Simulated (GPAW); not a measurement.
# Al K-edge XANES of Al2Ru (I4/mmm)

Aim: the dependence of the Al K near-edge features of Al2Ru (I4/mmm) on volume.

Program: GPAW 26.7.0. Level of theory: X-ray absorption from dipole matrix elements to empty bands, plane-wave PAW LDA. Results are calculated unless marked as measured.

## (1) Starting point

It takes space group I4/mmm (No. 139, tetragonal). The conventional cell has a = 3.121 Å, b = 3.121 Å, c = 8.444 Å, α = 90.00°, β = 90.00°, γ = 90.00°. Nearest to Ru lie 10 Al at 2.58 to 2.88 Å. Al has 5 Ru at 2.58 to 2.88 Å and 5 Al at 2.69 Å nearest. Farther neighbours are not listed.

## (2) The field without a hole

The ground state comes first: it tells whether the system has a gap, which decides how the excited electron is treated.

File scf.py:

```python
import numpy as np
from ase import Atoms
from ase.parallel import parprint, paropen
from gpaw import GPAW, PW, FermiDirac, Mixer, MixerDif, setup_paths
from gpaw.test import gen
setup_paths.insert(0, '.')
gen('Al', name='nch1s', xcname='LDA', corehole=(1, 0, 0), write_xml=True)
from gpaw.mpi import world
world.barrier()

atoms = Atoms('RuAl2',
    cell=[[-1.56042162, 1.56042162, 4.22180559],
     [1.56042162, -1.56042162, 4.22180559],
     [1.56042162, 1.56042162, -4.22180559]],
    scaled_positions=[[0, 0, 0],
     [0.34079781, 0.34079781, 0],
     [0.65920219, 0.65920219, 0]],
    pbc=True)
atoms.calc = calc = GPAW(legacy_gpaw=True, mode=PW(430), xc='LDA', setups={1: 'nch1s'},
    kpts={'size': (11, 11, 11), 'gamma': True}, occupations=FermiDirac(0.05),
    charge=0, mixer=Mixer(0.1, 5, 50), maxiter=150,
    convergence={'density': 0.0001}, txt='scf.txt')
energy = atoms.get_potential_energy() + calc.get_reference_energy()
ef = calc.get_fermi_level()
out = dict(energy=energy, fermi=ef, forces=atoms.get_forces().tolist())
parprint(f'all-electron energy {energy:.4f} eV, Fermi level {ef:.4f} eV')
ev = np.array([[calc.get_eigenvalues(k, s) for k in range(len(calc.get_ibz_k_points()))] for s in range(calc.get_number_of_spins())])
out['homo'], out['lumo'], out['counts'] = ev[ev < ef].max(), ev[ev > ef].min(), sorted(set((ev < ef).sum((0, 2)).tolist()))
out['filled'] = (ev[:, 0] < ef).sum(1).tolist()
import json
with paropen('out.json', 'w') as f:
    json.dump(out, f)
```

Started as:

```
> OMP_NUM_THREADS=1 mpirun -n 2 gpaw python scf.py
```

Numbers of over 12 decimals in the logs are rounded to 6 here.

Log:

```text
Input parameters:
  convergence: {density: 0.0001}
  kpts: {gamma: True,
         size: (11, 11, 11)}
  maxiter: 150
  mixer: {backend: pulay,
          beta: 0.1,
          method: separate,
          nmaxold: 5,
          weight: 50}
  mode: {ecut: 430.0,
         name: pw}
  occupations: {fixmagmom: False,
                name: fermi-dirac,
                width: 0.05}
  setups: {1: nch1s}

Initialize ...

[... PAW data sets ...]

Reference energy: -136280.257577  # eV

Spin-paired calculation

[... convergence settings ...]
Symmetries present (total): 8
  [... symmetry matrices ...]

1331 k-points: 11 x 11 x 11 Monkhorst-Pack grid
126 k-points in the irreducible part of the Brillouin zone
       k-points in crystal coordinates                weights
   0:     0.00000000    0.00000000    0.00000000          1/1331
   1:     0.09090909   -0.09090909    0.00000000          4/1331
   2:     0.09090909   -0.09090909    0.09090909          4/1331
   3:     0.09090909    0.00000000    0.00000000          8/1331
   4:     0.09090909    0.09090909   -0.09090909          2/1331
   5:     0.18181818   -0.18181818    0.00000000          4/1331
   6:     0.18181818   -0.18181818    0.09090909          8/1331
   7:     0.18181818   -0.18181818    0.18181818          4/1331
   8:     0.18181818   -0.09090909    0.00000000         16/1331
   9:     0.18181818   -0.09090909    0.09090909          8/1331
          ...
 125:     0.45454545    0.45454545    0.45454545          8/1331

Wave functions: Plane wave expansion
  Cutoff energy: 430.000 eV
  Number of coefficients (min, max): 803, 862
  Pulay-stress correction: 0.000000 eV/Ang^3 (de/decut=0.000000)
  Using FFTW library
  Wavefunction extrapolation:
    Improved wavefunction reuse through dual PAW basis

Occupation numbers: Fermi-Dirac:
  width: 0.0500  # eV

Eigensolver
   Davidson(niter=2)

Densities:
  Coarse grid: 24*24*24 grid
  Fine grid: 48*48*48 grid
  Total Charge: 0.000000

Density mixing:
  Method: separate
  Backend: pulay
  Linear mixing parameter: 0.1
  old densities: 5
  Width of damping distribution: 1.1
  Damping of long wavelength oscillations: 50

[... Hamiltonian set-up ...]
Number of atoms: 3
Number of atomic orbitals: 21
Number of bands in calculation: 18
Number of valence electrons: 22
Bands to converge: occupied

... initialized

Initializing position-dependent things.

Density initialized from atomic densities
Creating initial wave functions:
  18 bands from LCAO basis set

       Al

       Al

       Ru

Atomic positions and initial magnetic moments

Positions:
   0 Ru     0.000000    0.000000    0.000000    ( 0.0000,  0.0000,  0.0000)
   1 Al    -0.000000    0.000000    2.877564    ( 0.0000,  0.0000,  0.0000)
   2 Al     0.000000   -0.000000    5.566047    ( 0.0000,  0.0000,  0.0000)

Unit cell:
           periodic     x           y           z      points  spacing
  1. axis:    yes   -1.560422    1.560422    4.221806    24     0.1220
  2. axis:    yes    1.560422   -1.560422    4.221806    24     0.1220
  3. axis:    yes    1.560422    1.560422   -4.221806    24     0.0919

  Lengths:   4.763767   4.763767   4.763767
  Angles:  141.758456 141.758456  55.192812

Effective grid spacing dv^(1/3) = 0.1438

iter:   1   -22.347501
iter:   2   -21.721262   -1.74  -1.11
iter:   3   -21.356902   -1.53  -1.18
iter:   4   -21.434847   -1.95  -1.33
iter:   5   -21.383992   -1.38  -1.40
iter:   6   -21.246034   -2.34  -1.70
iter:   7   -21.238936   -3.05  -2.21
iter:   8   -21.238849c  -4.51  -2.85
iter:   9   -21.238679c  -4.58  -2.90
iter:  10   -21.238653c  -5.56  -3.35
iter:  11   -21.238652c  -7.31  -4.02c
iter:  12   -21.238650c  -7.69c -4.08c

Converged after 12 iterations.

Dipole moment: (0.000000, -0.000000, -0.000000) |e|*Ang

Energy contributions relative to reference atoms: (reference = -136280.257577)

Kinetic:        +11.356325
Potential:       -9.191660
External:        +0.000000
XC:             -23.185806
Entropy (-ST):   -0.002425
Local:           -0.216297
SIC:             +0.000000
--------------------------
Free energy:    -21.239863
Extrapolated:   -21.238650

Showing only first 2 kpts
 Kpt  Band  Eigenvalues  Occupancy
  0     9      7.92069    2.00000
  0    10      8.96517    2.00000
  0    11     12.25975    0.00000
  0    12     15.98038    0.00000

  1     9      8.61625    2.00000
  1    10      8.96954    2.00000
  1    11     12.21426    0.00000
  1    12     13.82951    0.00000

Fermi level: 9.86531

No gap
No difference between direct/indirect transitions

Forces in eV/Ang:
  0 Ru    0.00000    0.00000    0.00000
  1 Al   -0.00000   -0.00000    0.11232
  2 Al    0.00000    0.00000   -0.11232
Scalar-relativistic atomic LDA calculation for Al (Aluminium, Z=13)
Core hole in 1s state (1s occupation: 2.0)
450 radial gridpoints.
|------------------------------------------------|
|------------------------------------------------|
[... the atom generator's iteration count ...]

Energy contributions:
-------------------------
Kinetic:     +241.907748
XC:           -17.475820
Potential:   -466.184455
-------------------------
Total:       -241.752526

state      eigenvalue         ekin         rmax
-----------------------------------------------
1s^2.0 :   -55.275624    79.068605        0.079
2s^2.0 :    -3.950529    10.716381        0.498
2p^6.0 :    -2.562254     9.904148        0.428
3s^2.0 :    -0.287726     1.129441        2.062
3p^1.0 :    -0.102289     0.654006        2.636
-----------------------------------------------
(units: Bohr and Hartree)

Generating PAW setup
Kinetic energy of the core from tauc = 239.438228
Cutoffs:
rc(s)=2.050
rc(p)=2.050
rc(d)=2.050
rc(vbar)=1.845
rc(comp)=2.050
rc(nct)=2.050

Kinetic energy of the core states: 238.994859
Charge: 0.0
Core electrons: 10.0
Valence electrons: 3.0
Pseudo-core charge: 0.393537
Shape function alpha=2.380
Pseudo-electron charge 3.499916
state    eigenvalue         norm
--------------------------------
3s(2) :    -0.287726     1.053448
*s    :     0.712274
3p(1) :    -0.102289     0.999482
*p    :     0.897711
*d    :     0.000000
--------------------------------

Diagonalizing with gridspacing h=0.050

state   all-electron     PAW
-------------------------------
3s:      -0.287726    -0.287811
3p:      -0.102289    -0.102345
*d:                    0.027274
*f:                    0.064816
-------------------------------
all-electron energy -136301.4962 eV, Fermi level 9.8653 eV
```

Elapsed: 33 s, on 2 MPI ranks of Arm Neoverse V1, shared host; peak memory 0.21 GiB.

The mesh shows no gap, so the system is treated as a metal and the core electron is put at the Fermi level (neutral cell).

## (3) Supercell without a hole, the energy reference

The photon energy needs a difference of total energies, so the cell and mesh of the coming hole run are first run without a hole.

Changes to scf.py since step 2:

```diff
@@ -10,12 +10,24 @@
 
-atoms = Atoms('RuAl2',
-    cell=[[-1.56042162, 1.56042162, 4.22180559],
-     [1.56042162, -1.56042162, 4.22180559],
-     [1.56042162, 1.56042162, -4.22180559]],
+atoms = Atoms('Ru5Al10',
+    cell=[[1.56042162, 4.68126486, -4.22180559],
+     [4.68126486, -1.56042162, -4.22180559],
+     [-1.56042162, -4.68126486, -4.22180559]],
     scaled_positions=[[0, 0, 0],
-     [0.34079781, 0.34079781, 0],
-     [0.65920219, 0.65920219, 0]],
+     [0.2, 0.4, 0.4],
+     [0.6, 0.2, 0.2],
+     [0.4, 0.8, 0.8],
+     [0.8, 0.6, 0.6],
+     [0.65920219, 0, 0.65920219],
+     [0.85920219, 0.4, 0.05920219],
+     [0.25920219, 0.2, 0.85920219],
+     [0.05920219, 0.8, 0.45920219],
+     [0.45920219, 0.6, 0.25920219],
+     [0.34079781, 0, 0.34079781],
+     [0.54079781, 0.4, 0.74079781],
+     [0.94079781, 0.2, 0.54079781],
+     [0.74079781, 0.8, 0.14079781],
+     [0.14079781, 0.6, 0.94079781]],
     pbc=True)
-atoms.calc = calc = GPAW(legacy_gpaw=True, mode=PW(430), xc='LDA', setups={1: 'nch1s'},
-    kpts={'size': (11, 11, 11), 'gamma': True}, occupations=FermiDirac(0.05),
+atoms.calc = calc = GPAW(legacy_gpaw=True, mode=PW(430), xc='LDA', setups={5: 'nch1s'},
+    kpts={'size': (4, 4, 4), 'gamma': True}, occupations=FermiDirac(0.1),
     charge=0, mixer=Mixer(0.1, 5, 50), maxiter=150,
```

Log:

```text
Input parameters:
  convergence: {density: 0.0001}
  kpts: {gamma: True,
         size: (4, 4, 4)}
  maxiter: 150
  mixer: {backend: pulay,
          beta: 0.1,
          method: separate,
          nmaxold: 5,
          weight: 50}
  mode: {ecut: 430.0,
         name: pw}
  occupations: {fixmagmom: False,
                name: fermi-dirac,
                width: 0.1}
  setups: {5: nch1s}

Initialize ...

[...]
3s(2) :    -0.287726     1.053448
*s    :     0.712274
3p(1) :    -0.102289     0.999482
*p    :     0.897711
*d    :     0.000000
--------------------------------

Diagonalizing with gridspacing h=0.050

state   all-electron     PAW
-------------------------------
3s:      -0.287726    -0.287811
3p:      -0.102289    -0.102345
*d:                    0.027274
*f:                    0.064816
-------------------------------
all-electron energy -681507.4842 eV, Fermi level 9.8448 eV
[key lines of the parts left out:]
Converged after 18 iterations.
Dipole moment: (0.000000, -0.000000, -0.000000) |e|*Ang
Free energy:   -106.231800
Fermi level: 9.84479
```

It took 67 s on 2 MPI ranks; peak memory 0.33 GiB; 2.2 min of CPU time.

Reference energy: -681507.484 eV with the cores included.

(Continued in part 2 of 3.)

[Banner, clock and machine lines of the logs are left out without a mark of their own.]

[Logs are printed without paths, hosts, clocks, repeated set-up lines and the standing remarks that a program may print on its own settings, such as how far it seeks lower states.]

[Hosts, paths, dates, database ids (printed as entryN), source tags and the programs' standing remarks are cut or masked in the printed files.]

[Lists of maxima count a maximum above −3 eV only where it reaches 4 % of the highest in the window and stands out from its surroundings by 2 % of it (1.5 % where it reaches 55 %); shoulders and weaker maxima are passed over, and of the rest the first, up to two pre-edge ones and the few strongest are named.]
